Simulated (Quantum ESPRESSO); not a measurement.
# MnAu2: which magnetic order is lowest

A self-consistent run ends on one state, which hangs on the start. Several orders of MnAu2 are started in Quantum ESPRESSO and their energies compared.

Program: Quantum ESPRESSO 7.5. Level of theory: PBEsol; plane waves with GBRV 1.5 PBEsol potentials, no spin-orbit coupling. Results are calculated unless marked as measured.

## Step 1: Starting point

Symmetry: I4/mmm, No. 139, tetragonal system. The conventional cell has a = 3.388 Å, b = 3.388 Å, c = 8.755 Å, α = 90.00°, β = 90.00°, γ = 90.00°. Nearest to Mn lie 10 Au at 2.78 to 2.97 Å. Au has 5 Mn at 2.78 to 2.97 Å and 5 Au at 2.81 to 2.86 Å nearest. Farther neighbours are not listed.

The cell comes from Materials Project 2023-11-01, a database of computed structures, and need not be the stable phase.

## Step 2: Run 1, typed as ferro +

The signs are those of the starting moments on the seeded atoms, the atoms that are given a moment.

File pw.in:

```
&CONTROL
  calculation = 'scf'
  prefix = 'pwscf'
  outdir = './tmp'
  pseudo_dir = './pseudo'
  disk_io = 'nowf'
/
&SYSTEM
  ibrav = 0
  celldm(1) = 8
  nat = 3
  ntyp = 2
  ecutwfc = 40
  ecutrho = 280
  nbnd = 28
  occupations = 'smearing'
  smearing = 'fd'
  degauss = 0.00734986
  nspin = 2
  starting_magnetization(1) = 0.2333
  starting_magnetization(2) = 0
/
&ELECTRONS
  conv_thr = 6d-09
  electron_maxstep = 150
  mixing_beta = 0.3
/
ATOMIC_SPECIES
Mn     54.9380 mn_pbesol_v1.5.uspp.F.UPF
Au    196.9666 au_pbesol_v1.uspp.F.UPF
CELL_PARAMETERS alat
  -0.4001773610746    0.4001773610746    1.0340716702279
   0.4001773610746   -0.4001773610746    1.0340716702279
   0.4001773610746    0.4001773610746   -1.0340716702279
ATOMIC_POSITIONS crystal
Mn      0.0000000000    0.0000000000    0.0000000000
Au      0.6603277800    0.6603277800    0.0000000000
Au      0.3396722200    0.3396722200    0.0000000000
K_POINTS automatic
10 10 10 0 0 0
```

Launch:

```sh
$ OMP_NUM_THREADS=1 mpirun -n 4 pw.x -nk 4 -in pw.in > pw.out
```

Output:

```text
Program PWSCF v.7.5 starts

     Message from routine setup:
     using ibrav=0 with symmetry is DISCOURAGED, use correct ibrav instead

     K-points division:     npool     =       4
     Subspace diagonalization in iterative solution of the eigenvalue problem:

     G-vector sticks info
     --------------------
     sticks:   dense  smooth     PW     G-vecs:    dense   smooth      PW
     Sum        1681     943    363                26877    11525    2669

     Using Slab Decomposition

     bravais-lattice index     =            0
     lattice parameter (alat)  =       8.0000  a.u.
     unit-cell volume          =     339.1452 (a.u.)^3
     number of atoms/cell      =            3
     number of atomic types    =            2
     number of electrons       =        37.00
     number of Kohn-Sham states=           28
     kinetic-energy cutoff     =      40.0000  Ry
     charge density cutoff     =     280.0000  Ry
     scf convergence threshold =      6.0E-09
     mixing beta               =       0.3000
     number of iterations used =            8  plain     mixing
     Exchange-correlation= SLA  PW   PSX  PSC
                           (   1   4  10   8   0   0   0)

     celldm(1)=   8.000000  celldm(2)=   0.000000  celldm(3)=   0.000000
     celldm(4)=   0.000000  celldm(5)=   0.000000  celldm(6)=   0.000000

     crystal axes: (cart. coord. in units of alat)
               a(1) = (  -0.400177   0.400177   1.034072 )
               a(2) = (   0.400177  -0.400177   1.034072 )
               a(3) = (   0.400177   0.400177  -1.034072 )

     reciprocal axes: (cart. coord. in units 2 pi/alat)
               b(1) = ( -0.000000  1.249446  0.483525 )
               b(2) = (  1.249446 -0.000000  0.483525 )
               b(3) = (  1.249446  1.249446  0.000000 )

     PseudoPot. # 1 for Mn read from file:
     mn_pbesol_v1.5.uspp.F.UPF
     Pseudo is Ultrasoft + core correction, Zval = 15.0
     Generated by new atomic code, or converted to UPF format
     Using radial grid of  859 points,  6 beta functions with:
                l(1) =   0
                l(2) =   0
                l(3) =   1
                l(4) =   1
                l(5) =   2
                l(6) =   2
     Q(r) pseudized with  8 coefficients,  rinner =    0.950   0.950   0.950
                                                       0.950   0.950

     PseudoPot. # 2 for Au read from file:
     au_pbesol_v1.uspp.F.UPF
     Pseudo is Ultrasoft + core correction, Zval = 11.0
     Generated by new atomic code, or converted to UPF format
     Using radial grid of  985 points,  7 beta functions with:
                l(1) =   0
                l(2) =   0
                l(3) =   1
                l(4) =   1
                l(5) =   2
                l(6) =   2
                l(7) =   3
     Q(r) pseudized with  6 coefficients,  rinner =    1.900   1.900   1.900
                                                       1.900   1.900   1.900
                                                       1.900

     atomic species   valence    mass     pseudopotential
     Mn               15.00    54.93800     Mn( 1.00)
     Au               11.00   196.96660     Au( 1.00)

     Starting magnetic structure
     atomic species   magnetization
     Mn              0.233
     Au              0.000

     16 Sym. Ops., with inversion, found

   Cartesian axes

     site n.     atom                  positions (alat units)
         1        Mn     tau(   1) = (   0.0000000   0.0000000   0.0000000  )
         2        Au     tau(   2) = (   0.0000000   0.0000000   1.3656525  )
         3        Au     tau(   3) = (   0.0000000   0.0000000   0.7024908  )

     number of k points=   102  Fermi-Dirac smearing, width (Ry)=  0.0073

     Number of k-points >= 100: set verbosity='high' to print them.

     Dense  grid:    26877 G-vectors     FFT dimensions: (  54,  54,  54)

     Smooth grid:    11525 G-vectors     FFT dimensions: (  40,  40,  40)

     Check: negative core charge=   -0.000016
     Generating pointlists ...
     new r_m :   0.2706 (alat units)  2.1645 (a.u.) for type    1
     new r_m :   0.2706 (alat units)  2.1645 (a.u.) for type    2

     Initial potential from superposition of free atoms

     starting charge      36.4997, renormalised to      37.0000
     Starting wfcs are   31 randomized atomic wfcs

     Self-consistent Calculation

     iteration #  1     ecut=    40.00 Ry     beta= 0.30
     Davidson diagonalization with overlap
     ethr =  1.00E-02,  avg # of iterations =  4.0

     total energy              =    -440.38980127 Ry
     estimated scf accuracy    <       0.91918368 Ry

     total magnetization       =     3.67 Bohr mag/cell
     absolute magnetization    =     3.79 Bohr mag/cell

     iteration #  2     ecut=    40.00 Ry     beta= 0.30
     Davidson diagonalization with overlap
     ethr =  2.48E-03,  avg # of iterations =  2.0

     total energy              =    -440.49827072 Ry
     estimated scf accuracy    <       0.44959033 Ry

     total magnetization       =     3.80 Bohr mag/cell
     absolute magnetization    =     3.92 Bohr mag/cell

     iteration #  3     ecut=    40.00 Ry     beta= 0.30
     Davidson diagonalization with overlap
     ethr =  1.22E-03,  avg # of iterations =  1.7

     total energy              =    -440.57920628 Ry
     estimated scf accuracy    <       0.07262317 Ry

     total magnetization       =     3.89 Bohr mag/cell
     absolute magnetization    =     4.05 Bohr mag/cell

     [... further iterations left out ...]

     iteration #  9     ecut=    40.00 Ry     beta= 0.30
     Davidson diagonalization with overlap
     ethr =  9.52E-09,  avg # of iterations =  3.3

     negative rho (up, down):  0.000E+00 1.180E-04

     total energy              =    -440.59273701 Ry
     estimated scf accuracy    <       0.00000136 Ry

     total magnetization       =     4.03 Bohr mag/cell
     absolute magnetization    =     4.29 Bohr mag/cell

     iteration # 10     ecut=    40.00 Ry     beta= 0.30
     Davidson diagonalization with overlap
     ethr =  3.66E-09,  avg # of iterations =  2.1

     negative rho (up, down):  0.000E+00 1.180E-04

     total energy              =    -440.59273751 Ry
     estimated scf accuracy    <       0.00000006 Ry

     total magnetization       =     4.03 Bohr mag/cell
     absolute magnetization    =     4.29 Bohr mag/cell

     iteration # 11     ecut=    40.00 Ry     beta= 0.30
     Davidson diagonalization with overlap
     ethr =  1.63E-10,  avg # of iterations =  4.1

     negative rho (up, down):  0.000E+00 1.176E-04

     total energy              =    -440.59273756 Ry
     estimated scf accuracy    <       0.00000002 Ry

     total magnetization       =     4.03 Bohr mag/cell
     absolute magnetization    =     4.29 Bohr mag/cell

     iteration # 12     ecut=    40.00 Ry     beta= 0.30
     Davidson diagonalization with overlap
     ethr =  6.60E-11,  avg # of iterations =  2.0

     negative rho (up, down):  0.000E+00 1.176E-04

     Magnetic moment per site  (integrated on atomic sphere of radius R)
     atom   1 (R=0.271)  charge= 13.5816  magn=  3.8894
     atom   2 (R=0.271)  charge=  9.0913  magn=  0.0482
     atom   3 (R=0.271)  charge=  9.0913  magn=  0.0482

     End of self-consistent calculation

     Number of k-points >= 100: set verbosity='high' to print the bands.

     the Fermi energy is    14.7278 ev

!    total energy              =    -440.59273757 Ry
     estimated scf accuracy    <          3.6E-09 Ry
     smearing contrib. (-TS)   =      -0.00230534 Ry
     internal energy E=F+TS    =    -440.59043223 Ry

     The total energy is F=E-TS. E is the sum of the following terms:
     one-electron contribution =     -96.99627397 Ry
     hartree contribution      =      81.70656568 Ry
     xc contribution           =    -150.27298055 Ry
     ewald contribution        =    -275.02774338 Ry

     total magnetization       =     4.03 Bohr mag/cell
     absolute magnetization    =     4.29 Bohr mag/cell

     convergence has been achieved in  12 iterations

=------------------------------------------------------------------------------=
   JOB DONE.
=------------------------------------------------------------------------------=
```

It took 62 s on 4 MPI ranks of Arm Neoverse V2, shared host; peak memory 0.67 GiB; 4.1 min of CPU time.

Spin moment in the atom's sphere by atom:

| atom | spin moment in the atom's sphere (μB) |
| --- | --- |
| Mn1 | 3.89 |
| Au2 | 0.05 |
| Au3 | 0.05 |

Read from the output:

- smearing term TS: 0.03137 eV
- magnetization: 4.03 μB
- absolute magnetization: 4.292 μB
- final state: ferromagnetic

Spin density in the ac plane of the conventional cell at fractional y = 0.000, with atoms of Mn and Au within 0.2 Å of it.

Values in e/Å³, 24 rows by 14 columns, each cell a mean:
```
4.7 3.4 1.3 0.4 0.1 0.0 0.0 0.0 0.0 0.1 0.2 0.6 1.9 3.9
1.1 0.8 0.4 0.2 0.1 0.0 0.0 0.0 0.0 0.0 0.1 0.2 0.5 0.9
0.2 0.1 0.1 0.0 0.0 0.0 0.0 0.0 0.0 0.0 0.0 0.1 0.1 0.1
0.0 0.0 0.0 0.0 0.0 0.0 0.0 0.0 0.0 0.0 0.0 0.0 0.0 0.0
0.0 0.0 0.0 0.0 0.0 0.0 0.0 0.0 0.0 0.0 0.0 0.0 0.0 0.0
0.0 0.0 0.0 0.0 0.0 0.0 0.0 0.0 0.0 0.0 0.0 0.0 0.0 0.0
0.0 0.0 0.0 0.0 0.0 0.0 0.0 0.0 0.0 0.0 0.0 0.0 0.0 0.0
0.1 0.0 0.0 0.0 0.0 0.0 0.0 0.0 0.0 0.0 0.0 0.0 0.0 0.0
0.0 0.1 0.0 0.0 0.0 0.0 0.0 0.0 0.0 0.0 0.0 0.0 0.0 0.1
0.0 0.0 0.0 0.0 0.0 0.0 0.0 0.0 0.0 0.0 0.0 0.0 0.0 0.0
0.0 0.0 0.0 0.0 0.0 0.0 0.0 0.0 0.0 0.0 0.0 0.0 0.0 0.0
0.0 0.0 0.0 0.0 0.0 0.0 0.0 0.0 0.0 0.0 0.0 0.0 0.0 0.0
0.0 0.0 0.0 0.0 0.0 0.0 0.0 0.0 0.0 0.0 0.0 0.0 0.0 0.0
0.0 0.0 0.0 0.0 0.0 0.0 0.0 0.0 0.0 0.0 0.0 0.0 0.0 0.0
0.0 0.0 0.0 0.0 0.0 0.0 0.0 0.0 0.0 0.0 0.0 0.0 0.0 0.0
0.1 0.1 0.0 0.0 0.0 0.0 0.0 0.0 0.0 0.0 0.0 0.0 0.0 0.1
0.1 0.0 0.0 0.0 0.0 0.0 0.0 0.0 0.0 0.0 0.0 0.0 0.0 0.0
0.0 0.0 0.0 0.0 0.0 0.0 0.0 0.0 0.0 0.0 0.0 0.0 0.0 0.0
0.0 0.0 0.0 0.0 0.0 0.0 0.0 0.0 0.0 0.0 0.0 0.0 0.0 0.0
0.0 0.0 0.0 0.0 0.0 0.0 0.0 0.0 0.0 0.0 0.0 0.0 0.0 0.0
0.1 0.1 0.0 0.0 0.0 0.0 0.0 0.0 0.0 0.0 0.0 0.0 0.0 0.1
0.4 0.3 0.2 0.1 0.0 0.0 0.0 0.0 0.0 0.0 0.0 0.1 0.2 0.3
2.5 1.7 0.7 0.3 0.1 0.0 0.0 0.0 0.0 0.0 0.1 0.4 1.0 2.0
5.7 4.6 1.8 0.5 0.2 0.0 0.0 0.0 0.0 0.1 0.2 0.7 2.6 5.1
```
Columns run along a (3.4 Å), rows up along c (8.8 Å), edges of the conventional cell, whose origin can differ from the input's. Atoms in or near the plane, at fractional coordinates: Mn at (0.00, 0.00), Au at (0.00, 0.66), Au at (0.00, 0.34).

Valence density in the ac plane of the conventional cell at fractional y = 0.000, with atoms of Mn and Au within 0.2 Å of it. It is the smooth field of the valence electrons, not physical close to the nuclei.

Ten steps, logarithmic in the rise over the least value, from '0' (0 e/Å³) to '9' (16 e/Å³), each cell a mean:
```
99731000002489
66320000001246
21100000000012
00000000000000
11100000000111
43321000001234
65532100012456
76643100023566
76643100023566
55432100012455
33221000001233
21110000000111
22110000001122
44321000012344
66542100013456
76653100023566
66542100013466
55431000012345
22210000001122
11000000000001
11000000000001
43210000000123
88531000001368
99741000002589
```
Columns run along a (3.4 Å), rows up along c (8.8 Å), edges of the conventional cell, whose origin can differ from the input's. Atoms in or near the plane, at fractional coordinates: Mn at (0.00, 0.00), Au at (0.00, 0.66), Au at (0.00, 0.34).

(Continued in part 2 of 2.)

[Logs and program files are shortened in this print: banners, set-up blocks, solver, clock and traceback lines can be left out without a mark of their own.]

[Logs are printed without paths, hosts, clocks, repeated set-up lines and the standing remarks that a program may print on its own settings, such as how far it seeks lower states.]

[Hosts, paths, dates, database ids (printed as entryN), source tags and the programs' standing remarks are cut or masked in the printed files.]

[Where a cell is said to come from a database of computed structures, the database is the Materials Project.]
